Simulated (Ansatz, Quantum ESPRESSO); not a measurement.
# 1T-NbSTe, 1 layer in an electric field, part 6 of 6

How does 1T-NbSTe, 1 layer respond to a gate-like field without added charge?

Quantum ESPRESSO 7.5; plane-wave DFT, PBE, GBRV ultrasoft pseudopotentials; geometry and cross-check by Ansatz 0.2.0 with PAW datasets.

So far. Step 14 (Valence density): The density integrates to 25.000 electrons, as the 25 of the input ask. Step 19 (The same in Ansatz: field 0.1 V/Å): At 0.1 V/Å Ansatz's dipole is -0.0180 e Å against -0.0187 from pw.x.

### 22. SCF with pw.x, with smearing = mp and degauss = 0.01

How much does a setting matter? One run is repeated with a change.

Level of this step: plane-wave DFT, PBE, GBRV ultrasoft pseudopotentials (Quantum ESPRESSO 7.5).

File f1.w0.in:

```
&control
  prefix = 'f1.w0'
  outdir = './out'
  pseudo_dir = './pseudo'
  calculation = 'scf'
  tprnfor = .true.
  tefield = .true.
  dipfield = .true.
/
&system
  ibrav = 0
  nat = 3
  ntyp = 3
  ecutwfc = 40
  ecutrho = 200
  occupations = 'smearing'
  smearing = 'mp'
  degauss = 0.01
  edir = 3
  emaxpos = 0.97
  eopreg = 0.04
  eamp = 0.00194469
/
&electrons
  conv_thr = 1e-09
  mixing_beta = 0.4
  electron_maxstep = 120
  mixing_mode = 'plain'
/
ATOMIC_SPECIES
  Te  127.6000  te_pbe_v1.uspp.F.UPF
  Nb  92.9064  nb_pbe_v1.uspp.F.UPF
  S   32.0600  s_pbe_v1.4.uspp.F.UPF
CELL_PARAMETERS angstrom
  3.53561976890273 0.00000000000000 0.00000000000000
  -1.76780988445136 3.06193653799223 -0.00000000000000
  0.00000000000000 -0.00000000000000 20.27395108310000
ATOMIC_POSITIONS crystal
  Te  0.666666666667 0.333333333333 0.417057240294
  Nb  0.000000000000 -0.000000000000 0.513661972973
  S   0.333333333333 0.666666666667 0.582759017133
K_POINTS automatic
  12 12 1 0 0 0
```

On the command line:

```console
OMP_NUM_THREADS=1 mpirun -n 4 pw.x -nk 4 -in f1.w0.in > f1.w0.out
```

What it wrote:

```text
[banner, memory and clock lines left out]
Program PWSCF v.7.5 starts
[citation notice left out]

[...]
bravais-lattice index     =            0
     lattice parameter (alat)  =       6.6814  a.u.
     unit-cell volume          =    1481.1421 (a.u.)^3
     number of atoms/cell      =            3
     number of atomic types    =            3
     number of electrons       =        25.00
     number of Kohn-Sham states=           17
     kinetic-energy cutoff     =      40.0000  Ry
     charge density cutoff     =     200.0000  Ry
     scf convergence threshold =      1.0E-09
     mixing beta               =       0.4000
     number of iterations used =            8  plain     mixing
     Exchange-correlation=  SLA  PW   PBX  PBC
                           (   1   4   3   4   0   0   0)

[...]
PseudoPot. # 1 for Te read from file:
     ./pseudo/te_pbe_v1.uspp.F.UPF
     Pseudo is Ultrasoft + core correction, Zval =  6.0
     Generated by new atomic code, or converted to UPF format
     Using radial grid of  891 points,  5 beta functions with:
                l(1) =   0
                l(2) =   0
                l(3) =   1
                l(4) =   1
                l(5) =   2
     Q(r) pseudized with  6 coefficients,  rinner =    1.800   1.800   1.800
                                                       1.800   1.800

     PseudoPot. # 2 for Nb read from file:
     ./pseudo/nb_pbe_v1.uspp.F.UPF
     Pseudo is Ultrasoft + core correction, Zval = 13.0
     Generated by new atomic code, or converted to UPF format
     Using radial grid of  887 points,  6 beta functions with:
                l(1) =   0
                l(2) =   0
                l(3) =   1
                l(4) =   1
                l(5) =   2
                l(6) =   2
     Q(r) pseudized with  6 coefficients,  rinner =    1.000   1.000   1.000
                                                       1.000   1.000

     PseudoPot. # 3 for S  read from file:
     ./pseudo/s_pbe_v1.4.uspp.F.UPF
     Pseudo is Ultrasoft + core correction, Zval =  6.0
     Generated by new atomic code, or converted to UPF format
     Using radial grid of  907 points,  6 beta functions with:
                l(1) =   0
                l(2) =   0
                l(3) =   1
                l(4) =   1
                l(5) =   2
                l(6) =   2
     Q(r) pseudized with  8 coefficients,  rinner =    1.300   1.300   1.300
                                                       1.300   1.300

     atomic species   valence    mass     pseudopotential
     Te                6.00   127.60000     Te( 1.00)
     Nb               13.00    92.90640     Nb( 1.00)
     S                 6.00    32.06000     S ( 1.00)

     No symmetry found

[...]
number of k points=    74  Methfessel-Paxton smearing, width (Ry)=  0.0100
[...]
Dense  grid:    70637 G-vectors     FFT dimensions: (  32,  32, 180)

     Smooth grid:    50765 G-vectors     FFT dimensions: (  27,  27, 160)

     Initial potential from superposition of free atoms

     starting charge      24.9970, renormalised to      25.0000

     negative rho (up, down):  2.519E-03 0.000E+00

     Adding external electric field

     Computed dipole along edir(3) :
        Dipole                0.0001 Ry au,          0.0001 Debye
        Dipole field          0.0000 Ry au,

        E field amplitude [Ha a.u.]:  1.9447E-03
        Potential amp.        0.1430 Ry
        Total length         36.7797 bohr

     Starting wfcs are   21 randomized atomic wfcs

     per-process dynamical memory:    79.0 Mb

     Self-consistent Calculation

     iteration #  1     ecut=    40.00 Ry     beta= 0.40
     Davidson diagonalization with overlap
     ethr =  1.00E-02,  avg # of iterations =  2.8

     negative rho (up, down):  2.511E-03 0.000E+00

     Adding external electric field

     Computed dipole along edir(3) :
        Dipole               -0.0988 Ry au,         -0.2512 Debye
        Dipole field         -0.0008 Ry au,

        E field amplitude [Ha a.u.]:  1.9447E-03
        Potential amp.        0.2047 Ry
        Total length         36.7797 bohr

     total energy              =    -168.56287949 Ry
     estimated scf accuracy    <       0.37798367 Ry

     iteration #  2     ecut=    40.00 Ry     beta= 0.40
[...]
negative rho (up, down):  2.629E-03 0.000E+00

[...]
Dipole               -0.1672 Ry au,         -0.4250 Debye
[...]
E field amplitude [Ha a.u.]:  1.9447E-03
[...]
total energy              =    -168.58619750 Ry
     estimated scf accuracy    <       0.63270869 Ry

     iteration #  3     ecut=    40.00 Ry     beta= 0.40
[...]
negative rho (up, down):  2.642E-03 0.000E+00

[...]
Dipole                0.1001 Ry au,          0.2544 Debye
[...]
E field amplitude [Ha a.u.]:  1.9447E-03
[...]
total energy              =    -168.66434099 Ry
     estimated scf accuracy    <       0.09927035 Ry

     iteration #  4     ecut=    40.00 Ry     beta= 0.40
[...]
negative rho (up, down):  2.686E-03 0.000E+00

[...]
Dipole               -0.0439 Ry au,         -0.1117 Debye
[...]
E field amplitude [Ha a.u.]:  1.9447E-03
[...]
total energy              =    -168.67274989 Ry
     estimated scf accuracy    <       0.11784395 Ry

     iteration #  5     ecut=    40.00 Ry     beta= 0.40
[...]
negative rho (up, down):  2.706E-03 0.000E+00

[...]
Dipole               -0.0461 Ry au,         -0.1173 Debye
[...]
E field amplitude [Ha a.u.]:  1.9447E-03
[...]
total energy              =    -168.68175549 Ry
     estimated scf accuracy    <       0.00155498 Ry

     iteration #  6     ecut=    40.00 Ry     beta= 0.40
[...]
negative rho (up, down):  2.722E-03 0.000E+00

[...]
Dipole               -0.0330 Ry au,         -0.0839 Debye
[...]
E field amplitude [Ha a.u.]:  1.9447E-03
[...]
total energy              =    -168.68209601 Ry
     estimated scf accuracy    <       0.00043861 Ry

[...]
iteration #  9     ecut=    40.00 Ry     beta= 0.40
[...]
negative rho (up, down):  2.726E-03 0.000E+00

[...]
Dipole               -0.0349 Ry au,         -0.0886 Debye
[...]
E field amplitude [Ha a.u.]:  1.9447E-03
[...]
total energy              =    -168.68214537 Ry
     estimated scf accuracy    <       0.00000097 Ry

     iteration # 10     ecut=    40.00 Ry     beta= 0.40
[...]
negative rho (up, down):  2.726E-03 0.000E+00

[...]
Dipole               -0.0348 Ry au,         -0.0885 Debye
[...]
E field amplitude [Ha a.u.]:  1.9447E-03
[...]
total energy              =    -168.68214558 Ry
     estimated scf accuracy    <       0.00000010 Ry

     iteration # 11     ecut=    40.00 Ry     beta= 0.40
[...]
negative rho (up, down):  2.727E-03 0.000E+00

[...]
Dipole               -0.0348 Ry au,         -0.0883 Debye
[...]
E field amplitude [Ha a.u.]:  1.9447E-03
[...]
total energy              =    -168.68214560 Ry
     estimated scf accuracy    <       0.00000002 Ry

     iteration # 12     ecut=    40.00 Ry     beta= 0.40
[...]
negative rho (up, down):  2.727E-03 0.000E+00

[...]
Dipole               -0.0347 Ry au,         -0.0883 Debye
[...]
E field amplitude [Ha a.u.]:  1.9447E-03
[...]
End of self-consistent calculation

          k = 0.0000 0.0000 0.0000 (  6377 PWs)   bands (ev):

   -55.8084 -31.8613 -31.8128 -31.8128 -13.7295 -12.5076  -5.4524  -3.5578
    -3.5578  -2.8216  -0.2145  -0.2145   0.2780   0.5236   0.5236   3.5870
     3.5870

          k = 0.0000 0.0962 0.0000 (  6355 PWs)   bands (ev):

   -55.8073 -31.8586 -31.8268 -31.8160 -13.6625 -12.4532  -5.3500  -3.8537
    -3.5277  -2.5747  -0.7708  -0.5004   0.0386   0.8022   0.8413   3.0699
     3.1862

[...]
the Fermi energy is    -0.1514 ev

!    total energy              =    -168.68214560 Ry
     estimated scf accuracy    <          2.6E-10 Ry
     smearing contrib. (-TS)   =      -0.00031268 Ry
     internal energy E=F+TS    =    -168.68183292 Ry

     The total energy is F=E-TS. E is the sum of the following terms:
     one-electron contribution =    -821.23923299 Ry
     hartree contribution      =     411.20245037 Ry
     xc contribution           =     -41.29427448 Ry
     ewald contribution        =     282.64907881 Ry
     electric field correction =       0.00014537 Ry

     convergence has been achieved in  12 iterations

     negative rho (up, down):  2.727E-03 0.000E+00

     Forces acting on atoms (cartesian axes, Ry/au):

     atom    1 type  1   force =     0.00000005    0.00000012   -0.00130429
     atom    2 type  2   force =    -0.00000006    0.00000002    0.00247302
     atom    3 type  3   force =     0.00000001   -0.00000014   -0.00116873

     Total force =     0.003030     Total SCF correction =     0.000049

[...]
```

It took 47 s on 4 MPI ranks of Arm Neoverse V1, shared host; peak memory 0.73 GiB.

Beside the run it was changed from:

| quantity | this run | unchanged run | difference |
| --- | --- | --- | --- |
| dipole along the normal (e·Å) | -0.01838 | -0.01870 | 3.1e-4 |
| free energy (eV) | -2295.038 | -2295.051 | 0.014 |
| wall time (s) | 47 | 50 |  |
| SCF iterations | 12 | 10 |  |

The free energy moves by +4.6 meV an atom.

This run starts from superposed atoms, the unchanged one from a saved density, so their iteration counts don't compare.

The free energy holds the smearing's entropy term, so it moves with degauss by construction.

The physical values in this table move by up to 1.7 %.

### 23. The arithmetic

α = Δp/E = (-0.01870 − (-0.05253)) e Å / 0.1 V/Å = 0.3383 e Å²/V; times e/(4πε₀) = 14.40 V Å this is 4.872 Å³. With A = 10.826 Å², 4πα/A = 5.655 Å.

### 24. Summary of results

* polarisability along the normal, a cell: 4.87 Å³
* sheet polarisability 4πα/A: 5.66 Å
* dipole without a field: -0.0525 e·Å

In words: The sheet answers a field with a polarisability of 4.87 Å³ a cell, or 4πα/A = 5.66 Å (PBE, GBRV ultrasoft). In pw.x the dipole follows the field linearly over the range tried. A perfect conductor 5.66 Å thick would screen alike; the outer atoms lie 3.36 Å apart. At 0.1 V/Å the sheet takes 0.566 eV off the potential drop. Quantum ESPRESSO and Ansatz give 4.872 and 4.862 Å³ for the polarisability (pw.x from 0 and 0.1 V/Å, Ansatz from ±0.1 V/Å), which agree. The ions stay at their zero-field places, so this is the electrons' response alone. Without a field the sheet has no gap. Spin-orbit coupling is left out; depending on the atoms that carry the levels of interest, it can split and shift them by tens to hundreds of meV. The runs have no spin polarisation although the electron count is odd.

[Logs are printed without paths, hosts, clocks, repeated set-up lines and the standing remarks that a program may print on its own settings, such as how far it seeks lower states.]

[Hosts, paths, dates, database ids (printed as entryN), source tags and the programs' standing remarks are cut or masked in the printed files.]

[Maps of the electrostatic potential energy from Ansatz leave out the sawtooth potential of an applied field or a dipole correction, so their vacuum need not be flat; planar profiles and work functions include it.]
